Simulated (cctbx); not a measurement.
# Accept or mend?

Cell a = 10.4870 Å, b = 10.4910 Å, c = 11.9600 Å, α = 101.35°, β = 103.80°, γ = 110.54°; space group P-1 (no. 2).

The data are simulated with cctbx, not measured: Cu Kα, λ = 1.54184 Å, to d = 0.83 Å, 50 % of the full sphere, strongest reflection 70000 counts, noise from counting, a 4 % proportional error and a noise floor of 4 counts (s.d.); no absorption, and some extinction, which the refinements don't model.

An anisotropic refinement with weights 1/σ² prints:

```text
Rint 0.026, 3103 unique reflections to 0.83 A
cycle     R1     wR2    GooF  max shift (A)
   1  0.0739  0.2400   4.874   0.00611
   2  0.0228  0.0672   1.364   0.00000
final R1 0.0228 wR2 0.0672 GooF 1.364  parameters 126  data/parameter 24.6
atom        x        y        z      Ueq    occ   su(xyz)  su(Uiso or U11)
I1     0.67272  0.25134  0.09515   0.0199  1.000  0.00005  0.0002
I2     0.71554  0.98097  0.31079   0.0156  1.000  0.00005  0.0002
I3     0.41265  0.52177  0.15563   0.0173  1.000  0.00005  0.0002
I4     0.12000  0.58315  0.33241   0.0309  1.000  0.00006  0.0003
I5     0.18264  0.33027  0.54640   0.0252  1.000  0.00006  0.0003
I6     0.47360  0.23200  0.38094   0.0159  1.000  0.00005  0.0002
Te1    0.90098  0.24779  0.28694   0.0257  1.000  0.00006  0.0003
Te2    0.28290  0.37621  0.32705   0.0391  1.000  0.00008  0.0003
Te3    0.80285  0.92980  0.98010   0.0131  1.000  0.00005  0.0002
Te4    0.97898  0.67450  0.97592   0.0171  1.000  0.00005  0.0002
Nd1    0.24625  0.88030  0.16960   0.0206  1.000  0.00005  0.0002
Te5    0.81804  0.73154  0.13294   0.0220  1.000  0.00005  0.0003
Te6    0.06948  0.98724  0.29637   0.0235  1.000  0.00005  0.0003
Sn1    0.05390  0.15920  0.16255   0.0244  1.000  0.00006  0.0003
difference map: max 0.79 min -2.44 rms 0.22
Q1    0.1984  0.5133  0.0309    2    0.81  2.15 A from Te4
Q2    0.2664  0.0150  0.4578    2    0.74  2.35 A from Te6
Q3    0.1209  0.8948  0.6399    2    0.73  1.62 A from I2
Q4    0.3151  0.9904  0.2334    2    0.73  1.11 A from Nd1
Q5    0.0338  0.1080  0.9474    2    0.69  1.94 A from Te3
Q6    0.0570  0.4603  0.4263    2    0.69  1.92 A from I4
```

**Question.** Can this result stand? If not, what is the likely fault?

Mend it. The fault: wrong element: Nd1 is Te. Against the right model at the same level, R1 goes from 0.0188 to 0.0228 and GooF from 0.99 to 1.36, U of Nd1 swells from 0.0154 to 0.0206 Å² and a hole of -2.4 e/Å³ opens. Nd1 has 8 electrons too many and its U swells to shed them, as expected. The signs are weak, and the output alone doesn't single this fault out.

The compound is SnTe7I6. The right model at the same level gives:

```text
Rint 0.026, 3103 unique reflections to 0.83 A
cycle     R1     wR2    GooF  max shift (A)
   1  0.0669  0.2162   4.390   0.00579
   2  0.0188  0.0488   0.990   0.00000
final R1 0.0188 wR2 0.0488 GooF 0.990  parameters 126  data/parameter 24.6
atom        x        y        z      Ueq    occ   su(xyz)  su(Uiso or U11)
I1     0.67273  0.25131  0.09510   0.0206  1.000  0.00004  0.0002
I2     0.71552  0.98097  0.31079   0.0162  1.000  0.00003  0.0002
I3     0.41266  0.52177  0.15565   0.0181  1.000  0.00004  0.0002
I4     0.11995  0.58314  0.33236   0.0315  1.000  0.00004  0.0002
I5     0.18260  0.33024  0.54643   0.0259  1.000  0.00004  0.0002
I6     0.47363  0.23199  0.38091   0.0166  1.000  0.00003  0.0002
Te1    0.90104  0.24783  0.28695   0.0265  1.000  0.00004  0.0002
Te2    0.28290  0.37620  0.32702   0.0398  1.000  0.00005  0.0002
Te3    0.80289  0.92982  0.98010   0.0138  1.000  0.00003  0.0002
Te4    0.97899  0.67453  0.97592   0.0179  1.000  0.00004  0.0002
Te5    0.24627  0.88030  0.16962   0.0154  1.000  0.00003  0.0002
Te6    0.81801  0.73154  0.13298   0.0227  1.000  0.00004  0.0002
Te7    0.06939  0.98725  0.29634   0.0243  1.000  0.00004  0.0002
Sn1    0.05390  0.15925  0.16253   0.0252  1.000  0.00004  0.0002
difference map: max 0.85 min -0.96 rms 0.19
Q1    0.1990  0.5138  0.0337    2    0.86  2.15 A from Te4
Q2    0.0587  0.4672  0.4208    2    0.70  1.81 A from I4
Q3    0.2624  0.0179  0.4531    2    0.68  2.28 A from Te7
Q4    0.0783  0.9683  0.8680    2    0.66  1.45 A from Sn1
Q5    0.3914  0.3296  0.6145    2    0.66  2.15 A from I5
Q6    0.3876  0.7786  0.0910    2    0.64  2.09 A from I1
```

The model is made up (kin elements in a known structure type, no relaxation), so it says nothing on whether the phase exists.

[Middle refinement cycles are left out of these outputs.]

[Logs are printed without paths, hosts, clocks, repeated set-up lines and the standing remarks that a program may print on its own settings, such as how far it seeks lower states.]
